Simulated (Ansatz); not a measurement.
**LaPb3 (Pm-3m): electron–phonon coupling and resistivity**

Aim: how strongly do electrons couple to phonons in LaPb3 (Pm-3m), and what resistivity does that give?

Method: DFT PBEsol, scalar-relativistic, plane waves, PAW; PAW set soft_1, in Ansatz 0.2.0.

Report form: the programs' logs are mostly left out.

**1. Set-up**

Symmetry: Pm-3m, No. 221, cubic system. The conventional cell has a = 4.893 Å, b = 4.893 Å, c = 4.893 Å, α = 90.00°, β = 90.00°, γ = 90.00°. Nearest to La lie 12 Pb at 3.46 Å. Nearest to Pb lie 4 La at 3.46 Å and 8 Pb at 3.46 Å. Farther neighbours are not listed.

As a file:

```cif
data_structure
_symmetry_space_group_name_H-M 'P 1'
_symmetry_Int_Tables_number 1
_cell_length_a 4.8930
_cell_length_b 4.8930
_cell_length_c 4.8930
_cell_angle_alpha 90.000
_cell_angle_beta 90.000
_cell_angle_gamma 90.000
_cell_volume 117.15
loop_
_atom_site_label
_atom_site_type_symbol
_atom_site_fract_x
_atom_site_fract_y
_atom_site_fract_z
_atom_site_occupancy
La1 La 0.00000 0.00000 0.00000 1
Pb2 Pb 0.00000 0.50000 0.50000 1
Pb3 Pb 0.50000 0.00000 0.50000 1
Pb4 Pb 0.50000 0.50000 0.00000 1
```

**2. Relaxation**

The structure is brought to rest under this functional.

input.yaml

```yaml
crystal:
  lattice:
    - [4.893, 0.0, 0.0]
    - [0.0, 4.893, 0.0]
    - [0.0, 0.0, 4.893]
  atoms:
    - { symbol: La, position: [0.0, 0.0, 0.0] }
    - { symbol: Pb, position: [0.0, 0.5, 0.5] }
    - { symbol: Pb, position: [0.5, 0.0, 0.5] }
    - { symbol: Pb, position: [0.5, 0.5, 0.0] }
kpoints:
  mp_grid: { grid: [6, 6, 6] }
hamiltonian:
  xc: pbesol
  pseudopotentials: { kind: paw, azcp: { folder: soft_1 }, xc_functional: pbe }
scf:
  occupations: { method: gaussian, width: 0.1 }
output:
  forces: true
  stress: true
  eigenvalues: true
relax:
  adjacent_minimum: "off"
  f_tol: 0.005
  max_steps: 80
  cell: { stress_tol: 0.05 }
```

Launch:

```bash
> ansatz run input.yaml --threads 16 --pin off --max-ram 92160MiB --backend cuda --events-out ev --progress --plain --runs-dir out --max-vram 78GiB
```

The job ended after 2.5 s (1 × NVIDIA GB200 with 16 threads of Arm Neoverse V2, shared host; peak memory 1.1 GiB; 5.1 s of CPU time).

Relaxation path:

| step | energy less that of the first step (eV) | largest force component (eV/Å) | pressure (GPa) | volume (Å³) |
| --- | --- | --- | --- | --- |
| 1 | 0.0000 | 0.0000 | -0.39 | 117.15 |
| 2 | -0.0010 | 0.0000 | 0.18 | 115.93 |
| 3 | -0.0012 | 0.0000 | 0.00 | 116.31 |
| 4* | -0.0011 | 0.0000 | 0.00 | 116.31 |

Relaxation steps marked * repeat the geometry before them on a plane-wave basis chosen anew for their cell, so energy and pressure can jump there.

The run keeps the 48 symmetry operations that it works with, so distortions that break them were not tested.

| conventional cell, symmetrised | before | after | change |
| --- | --- | --- | --- |
| a (Å) | 4.893 | 4.881 | -0.2 % |
| b (Å) | 4.893 | 4.881 | -0.2 % |
| c (Å) | 4.893 | 4.881 | -0.2 % |
| volume (Å³/atom) | 29.29 | 29.08 | -0.7 % |

This step gave:

- pressure: -0.002492 GPa
- volume per atom: 29.08 Å³/atom
- metallic on mesh: yes
- gap on the k-mesh: 0 eV

The largest force is now zero by symmetry and the largest stress component 0.0025 GPa, small enough for phonons.

**3. Electron–phonon run: q 2×2×2, k 4×4×4, scattering 8×8×8**

Phonons, couplings and the Boltzmann equation in one run.

input.yaml

```yaml
crystal:
  lattice:
    - [4.8813053688, 0.0, 0.0]
    - [0.0, 4.8813053688, 0.0]
    - [0.0, 0.0, 4.8813053688]
  atoms:
    - { symbol: La, position: [0.0, 0.0, 0.0] }
    - { symbol: Pb, position: [0.0, 0.5, 0.5] }
    - { symbol: Pb, position: [0.5, 0.0, 0.5] }
    - { symbol: Pb, position: [0.5, 0.5, 0.0] }
kpoints:
  mp_grid: { grid: [4, 4, 4] }
hamiltonian:
  xc: pbesol
  pseudopotentials: { kind: paw, azcp: { folder: soft_1 }, xc_functional: pbe }
scf:
  occupations: { method: methfessel_paxton, width: 0.2 }
output:
  eigenvalues: true
phonons:
  method: dfpt
  qmesh: [2, 2, 2]
  temperatures: { t_max: 1000, t_step: 50 }
  qpath:
    path:
      - [[0.0, 0.0, 0.0], [0.0, 0.5, 0.0], [0.5, 0.5, 0.0], [0.0, 0.0, 0.0], [0.5, 0.5, 0.5], [0.0, 0.5, 0.0]]
      - [[0.5, 0.5, 0.5], [0.5, 0.5, 0.0]]
    npoints: 6
  electrical_resistivity:
    mesh: [8, 8, 8]
    temperatures: [20.0, 50.0, 80.0, 100.0, 150.0, 200.0, 273.0, 300.0, 400.0, 500.0, 600.0, 800.0]
  superconductivity: { mesh: [8, 8, 8] }
```

The job ended after 23 s (1 × NVIDIA GB200 with 16 threads; peak memory 4.1 GiB; 2.3 min of CPU time).

Numbers from this step:

| Item | Value |
| --- | --- |
| zero point energy | 0.04661 eV/cell |
| share of imaginary modes in the plain interpolation between solved wavevectors | 0 |
| highest frequency, solved or plainly interpolated | 116.7 cm⁻¹ |
| Debye temperature (second moment) | 124 K |
| resistivity at 300 K | 17.25 μΩ cm |
| coupling constant λ | 0.5435 |
| density of states at the Fermi level | 1.099 states/eV a spin and cell |
| log mean phonon energy ħω_log | 7.549 meV |
| transport coupling constant λ_tr | 0.5391, 0.5391, 0.5391 (xx, yy, zz) |
| Drude plasma energy | 6.407, 6.407, 6.407 eV (xx, yy, zz) |
| resistivity times mean free path | 11.58, 11.58, 11.58 × 10⁻¹⁶ Ω m² (xx, yy, zz) |
| second-moment phonon energy ħω₂ | 8.502 meV |

Some points of the scattering mesh along the symmetry lines, up to three branches each (those of largest λ), at most 39 rows; the frequencies are those of the scattering step, which can differ from the solved and plainly interpolated ones; single rows converge slowly. Mode couplings:

| q1 | q2 | q3 | branch | ħω (meV) | λ_q | half width (meV) |
| --- | --- | --- | --- | --- | --- | --- |
| 0.125 | 0.5 | 0 | 1 | 5.37 | 0.0599 | 0.00597 |
| 0.125 | 0.5 | 0 | 6 | 8.69 | 0.0641 | 0.0167 |
| 0.125 | 0.5 | 0 | 8 | 9.46 | 0.0545 | 0.0168 |
| 0.25 | 0.25 | 0 | 1 | 3.48 | 0.0593 | 0.00248 |
| 0.25 | 0.25 | 0 | 5 | 7.57 | 0.0678 | 0.0134 |
| 0.25 | 0.25 | 0 | 6 | 7.61 | 0.0583 | 0.0117 |
| 0.375 | 0.375 | 0.375 | 3 | 6.09 | 0.0757 | 0.00969 |
| 0.375 | 0.375 | 0.375 | 4 | 6.09 | 0.0757 | 0.00969 |
| 0.375 | 0.375 | 0.375 | 9 | 9.51 | 0.0537 | 0.0168 |
| 0 | 0.5 | 0 | 6 | 8.98 | 0.101 | 0.0282 |
| 0 | 0.5 | 0 | 9 | 9.51 | 0.059 | 0.0184 |
| 0 | 0.5 | 0 | 10 | 9.68 | 0.0792 | 0.0256 |
| 0.5 | 0.5 | 0 | 2 | 5.76 | 0.11 | 0.0126 |
| 0.5 | 0.5 | 0 | 3 | 5.76 | 0.11 | 0.0126 |
| 0.5 | 0.5 | 0 | 10 | 10.3 | 0.0866 | 0.0317 |

The run reports squared frequencies that differ by up to 94 % between the solve mesh and the fine mesh. By its own test the run is not converged in the mesh. λ = 0.543 and 17.2 μΩ cm at 300 K.

**4. Electron–phonon run: q 2×2×2, k 6×6×6, scattering 8×8×8**

The next rung changes the k mesh of the density and its response.

input.yaml, as its differences from that of step 3:

```diff
@@ -11,3 +11,3 @@
 kpoints:
-  mp_grid: { grid: [4, 4, 4] }
+  mp_grid: { grid: [6, 6, 6] }
 hamiltonian:
```

It took 21 s on 1 × NVIDIA GB200 with 16 threads; peak memory 4.1 GiB.

This step gave:

```
zero point energy                                 : 0.05248 eV/cell
highest frequency, solved or plainly interpolated : 119.1 cm⁻¹
Debye temperature (second moment)                 : 138 K
resistivity at 300 K                              : 17.51 μΩ cm
coupling constant λ                               : 0.5499
density of states at the Fermi level              : 1.095 states/eV a spin and cell
log mean phonon energy ħω_log                     : 7.645 meV
transport coupling constant λ_tr                  : 0.5435, 0.5435, 0.5435 (xx, yy, zz)
Drude plasma energy                               : 6.388, 6.388, 6.388 eV (xx, yy, zz)
resistivity times mean free path                  : 11.64, 11.64, 11.64 × 10⁻¹⁶ Ω m² (xx, yy, zz)
second-moment phonon energy ħω₂                   : 8.598 meV
```

Phonon-limited, linearised Boltzmann equation on a 8x8x8 mesh. Table of resistivity, along x by temperature:

| temperature (K) | resistivity, along x (μΩ cm) |
| --- | --- |
| 20 | 0.217 |
| 50 | 1.93 |
| 80 | 3.78 |
| 100 | 4.98 |
| 150 | 8.02 |
| 200 | 11.1 |
| 273 | 15.8 |
| 300 | 17.5 |
| 400 | 23.9 |
| 500 | 30.4 |
| 600 | 36.9 |
| 800 | 50.3 |

By its own test the run is not converged in the mesh. λ = 0.550 and 17.5 μΩ cm at 300 K, against 0.543 and 17.2 in the run with q 2×2×2, k 4×4×4, scattering 8×8×8 (+1.2 % and +1.5 %).

**5. Electron–phonon run: q 3×3×3, k 9×9×9, scattering 12×12×12**

The next rung changes the q mesh, which sets the reach of the force constants and couplings; the k mesh of the density and its response; the scattering mesh, which samples the Fermi surface.

input.yaml, as its differences from that of step 4:

```diff
@@ -11,3 +11,3 @@
 kpoints:
-  mp_grid: { grid: [6, 6, 6] }
+  mp_grid: { grid: [9, 9, 9] }
 hamiltonian:
@@ -21,3 +21,3 @@
   method: dfpt
-  qmesh: [2, 2, 2]
+  qmesh: [3, 3, 3]
   temperatures: { t_max: 1000, t_step: 50 }
@@ -29,4 +29,4 @@
   electrical_resistivity:
-    mesh: [8, 8, 8]
+    mesh: [12, 12, 12]
     temperatures: [20.0, 50.0, 80.0, 100.0, 150.0, 200.0, 273.0, 300.0, 400.0, 500.0, 600.0, 800.0]
-  superconductivity: { mesh: [8, 8, 8] }
+  superconductivity: { mesh: [12, 12, 12] }
```

Elapsed: 42 s, on 1 × NVIDIA GB200 with 16 threads; peak memory 5.4 GiB; 5.3 min of CPU time.

Numbers from this step:

```yaml
zero_point_energy: 0.05285 eV/cell
highest_frequency_solved_or_plainly_interpolated: 120.3 cm⁻¹
debye_temperature_second_moment: 139 K
resistivity_at_300_k: 20.03 μΩ cm
coupling_constant_lambda: 0.686
density_of_states_at_the_fermi_level: 1.361 states/eV a spin and cell
log_mean_phonon_energy_omega_log: 7.621 meV
transport_coupling_constant_lambda_tr: 0.6732, 0.6732, 0.6732 (xx, yy, zz)
drude_plasma_energy: 6.468, 6.468, 6.468 eV (xx, yy, zz)
resistivity_times_mean_free_path: 10.45, 10.45, 10.45 × 10⁻¹⁶ Ω m² (xx, yy, zz)
second_moment_phonon_energy_omega: 8.625 meV
```

By its own test the run is not converged in the mesh. λ = 0.686 and 20.0 μΩ cm at 300 K, against 0.550 and 17.5 in the run with q 2×2×2, k 6×6×6, scattering 8×8×8 (+24.7 % and +14.4 %). N(E_F) moves by +24.3 % and the coupling-weighted phonon energy by +0.3 %; λ goes as N/ω², which would give +23.5 % if the matrix elements stayed. By the run's own test λ moves by 24 % between its two finest scattering meshes.

**6. Resistivity: q 3×3×3, k 12×12×12, scattering 16×16×16**

The next rung changes the k mesh of the density and its response; the scattering mesh, which samples the Fermi surface.

input.yaml, as its differences from that of step 5:

```diff
@@ -11,3 +11,3 @@
 kpoints:
-  mp_grid: { grid: [9, 9, 9] }
+  mp_grid: { grid: [12, 12, 12] }
 hamiltonian:
@@ -29,4 +29,4 @@
   electrical_resistivity:
-    mesh: [12, 12, 12]
+    mesh: [16, 16, 16]
     temperatures: [20.0, 50.0, 80.0, 100.0, 150.0, 200.0, 273.0, 300.0, 400.0, 500.0, 600.0, 800.0]
-  superconductivity: { mesh: [12, 12, 12] }
+  superconductivity: { mesh: [16, 16, 16] }
```

It took 58 s on 1 × NVIDIA GB200 with 16 threads; peak memory 5.4 GiB; 7.4 min of CPU time.

This step gave:

```yaml
zero_point_energy: 0.05163 eV/cell
highest_frequency_solved_or_plainly_interpolated: 119.7 cm⁻¹
debye_temperature_second_moment: 136 K
resistivity_at_300_k: 18.88 μΩ cm
coupling_constant_lambda: 0.6694
density_of_states_at_the_fermi_level: 1.326 states/eV a spin and cell
log_mean_phonon_energy_omega_log: 7.576 meV
transport_coupling_constant_lambda_tr: 0.6599, 0.6599, 0.6599 (xx, yy, zz)
drude_plasma_energy: 6.552, 6.552, 6.552 eV (xx, yy, zz)
resistivity_times_mean_free_path: 10.46, 10.46, 10.46 × 10⁻¹⁶ Ω m² (xx, yy, zz)
second_moment_phonon_energy_omega: 8.595 meV
```

Solved on the 3×3×3 mesh alone; all other wavevectors are interpolated. Phonon branches along the path, in cm⁻¹:

| point | branch 1 | branch 2 | branch 3 | branch 4 | branch 9 | branch 10 | branch 11 | branch 12 |
| --- | --- | --- | --- | --- | --- | --- | --- | --- |
| Γ | 0 | 0 | 0 | 59 | 71 | 119 | 119 | 119 |
| halfway | 28 | 28 | 42 | 57 | 71 | 104 | 111 | 111 |
| X | 44 | 44 | 50 | 50 | 75 | 77 | 102 | 102 |
| halfway | 39 | 49 | 52 | 57 | 81 | 90 | 95 | 103 |
| M | 37 | 51 | 51 | 55 | 76 | 84 | 106 | 106 |
| halfway | 27 | 39 | 57 | 59 | 78 | 94 | 102 | 112 |
| Γ | 0 | 0 | 0 | 59 | 71 | 119 | 119 | 119 |
| halfway | 33 | 33 | 54 | 54 | 79 | 80 | 111 | 111 |
| R | 36 | 36 | 54 | 54 | 77 | 120 | 120 | 120 |
| halfway | 43 | 44 | 48 | 55 | 76 | 98 | 105 | 110 |
| X | 44 | 44 | 50 | 50 | 75 | 77 | 102 | 102 |
| jump to R | 36 | 36 | 54 | 54 | 77 | 120 | 120 | 120 |
| halfway | 37 | 51 | 53 | 53 | 78 | 106 | 113 | 113 |
| M | 37 | 51 | 51 | 55 | 76 | 84 | 106 | 106 |

By its own test the run is not converged in the mesh. λ = 0.669 and 18.9 μΩ cm at 300 K, against 0.686 and 20.0 in the run with q 3×3×3, k 9×9×9, scattering 12×12×12 (-2.4 % and -5.7 %). The run's own test puts 7 % between its two finest meshes on the component of the resistivity at 300 K that moves most, more than that change. By the run's own test λ moves by 17 % between its two finest scattering meshes.

**7. All levels side by side**

Times are for 1 × NVIDIA GB200 with 16 threads of Arm Neoverse V2, shared host. The series side by side:

| no. | run | resistivity at 300 K (μΩ cm) | coupling constant λ | log mean phonon energy ħω_log (meV) | time | memory (GiB) |
| --- | --- | --- | --- | --- | --- | --- |
| 1 | q 2×2×2, k 4×4×4, scattering 8×8×8 | 17.25 | 0.5435 | 7.549 | 23 s | 4.1 |
| 2 | q 2×2×2, k 6×6×6, scattering 8×8×8 | 17.51 | 0.5499 | 7.645 | 21 s | 4.1 |
| 3 | q 3×3×3, k 9×9×9, scattering 12×12×12 | 20.03 | 0.686 | 7.621 | 42 s | 5.4 |
| 4 | q 3×3×3, k 12×12×12, scattering 16×16×16 | 18.88 | 0.6694 | 7.576 | 58 s | 5.4 |

The runs together, line α²F. Table of Eliashberg function α²F, α²F by phonon energy; read off at these points:

| phonon energy (meV) | q 2×2×2, k 4×4×4, scattering 8×8×8 | q 2×2×2, k 6×6×6, scattering 8×8×8 | q 3×3×3, k 9×9×9, scattering 12×12×12 | q 3×3×3, k 12×12×12, scattering 16×16×16 |
| --- | --- | --- | --- | --- |
| 0.50 | 0 | 0 | 0 | 0 |
| 1.00 | 1.1e-4 | 1.1e-4 | 4.1e-4 | 0.00113 |
| 1.50 | 5.8e-4 | 5.3e-4 | 0.00286 | 0.00368 |
| 2.00 | 0.00397 | 0.00386 | 0.00643 | 0.00648 |
| 2.50 | 0.00777 | 0.00725 | 0.0114 | 0.0122 |
| 3.00 | 0.0132 | 0.0122 | 0.0193 | 0.0197 |
| 3.50 | 0.0251 | 0.0226 | 0.0307 | 0.0311 |
| 4.00 | 0.0396 | 0.0350 | 0.0513 | 0.0508 |
| 4.50 | 0.113 | 0.0699 | 0.103 | 0.109 |
| 5.00 | 0.150 | 0.193 | 0.191 | 0.167 |
| 5.50 | 0.0911 | 0.100 | 0.108 | 0.102 |
| 6.00 | 0.189 | 0.200 | 0.173 | 0.142 |
| 6.50 | 0.356 | 0.369 | 0.408 | 0.375 |
| 6.93 | 0.478 | 0.459 | 0.451 | 0.481 |
| 7.00 | 0.449 | 0.439 | 0.525 | 0.569 |
| 7.16 | 0.349 | 0.274 | 0.635 | 0.558 |
| 7.50 | 0.325 | 0.294 | 0.367 | 0.313 |
| 7.63 | 0.367 | 0.330 | 0.379 | 0.353 |
| 8.00 | 0.381 | 0.309 | 0.400 | 0.385 |
| 8.09 | 0.382 | 0.391 | 0.460 | 0.394 |
| 8.50 | 0.339 | 0.313 | 0.344 | 0.322 |
| 8.79 | 0.389 | 0.393 | 0.459 | 0.467 |
| 9.00 | 0.353 | 0.404 | 0.449 | 0.428 |
| 9.50 | 0.189 | 0.224 | 0.363 | 0.380 |
| 10.00 | 0.222 | 0.240 | 0.263 | 0.255 |
| 10.50 | 0.0261 | 0.0185 | 0.0518 | 0.0584 |
| 11.00 | 0.186 | 0.138 | 0.209 | 0.188 |
| 11.50 | 0.106 | 0.180 | 0.150 | 0.143 |
| 12.00 | 0.103 | 0.0883 | 0.131 | 0.135 |
| 12.50 | 0.152 | 0.142 | 0.182 | 0.168 |
| 13.00 | 0.251 | 0.226 | 0.290 | 0.277 |
| 13.50 | 0.296 | 0.359 | 0.419 | 0.386 |
| 14.00 | 0.113 | 0.183 | 0.220 | 0.217 |
| 14.50 | 0.0318 | 0.0491 | 0.0499 | 0.0511 |

**8. Summary of results**

| Item | Value |
| --- | --- |
| run | PBEsol, q 3×3×3, k 12×12×12, scattering 16×16×16 |
| coupling constant λ | 0.669 |
| log mean phonon energy ħω_log | 7.58 meV |
| states at the Fermi level | 1.33 states/eV/spin/cell |
| resistivity at 300 K | 18.9 μΩ cm |
| Drude plasma energy | 6.55 eV |
| resistivity times mean free path | 10.5 × 10⁻¹⁶ Ω m² |
| change between its two finest scattering meshes | λ 17 %, resistivity at 300 K 7 % |
| time of that run | 58 s |

What this shows: On the last rung that gave a resistivity at the base settings (q 3×3×3, k 12×12×12, scattering 16×16×16), LaPb3 (Pm-3m) has λ = 0.67 and a phonon-limited resistivity of 18.9 μΩ cm at 300 K. Across the runs of step 7 the resistivity at 300 K runs from 17.2 μΩ cm (q 2×2×2, k 4×4×4, scattering 8×8×8) to 20.0 μΩ cm (q 3×3×3, k 9×9×9, scattering 12×12×12), while the wall time spans a factor of 2.7. The coupling is moderate (λ = 0.67), so phonons raise the electrons' mass at the Fermi surface by about 67 %, if this value holds on finer meshes. By the run's own test λ moves by 17 % between the two scattering meshes. Values of ρ(T) under 50 K rest on the softest modes, mostly interpolated ones, and are the least sure of the table. The high-temperature form ρ = 2π k_B T λ_tr/(ħ ε₀ ω_p²) gives 18.6 μΩ cm along x at 300 K, against 18.9 from the Boltzmann equation. By their share in the modes' patterns, Pb atoms take 77 % of λ. The three lowest branches give 32 % of λ. By the run's own test, which takes the component that moves most, the resistivity at 300 K moves by 7 % between its two finest scattering meshes, so it is not converged. In the run quoted no mode is imaginary at the wavevectors of the 3×3×3 mesh; wavevectors off that mesh are interpolated. Only scattering by harmonic phonons counts; impurities, grain boundaries and thermal expansion are left out. Spin–orbit coupling, left out here, matters for Pb. The PAW files were made for PBE; under other functionals the run regenerates their frozen core.

[Logs are printed without paths, hosts, clocks, repeated set-up lines and the standing remarks that a program may print on its own settings, such as how far it seeks lower states.]

[Hosts, paths, dates, database ids (printed as entryN), source tags and the programs' standing remarks are cut or masked in the printed files.]
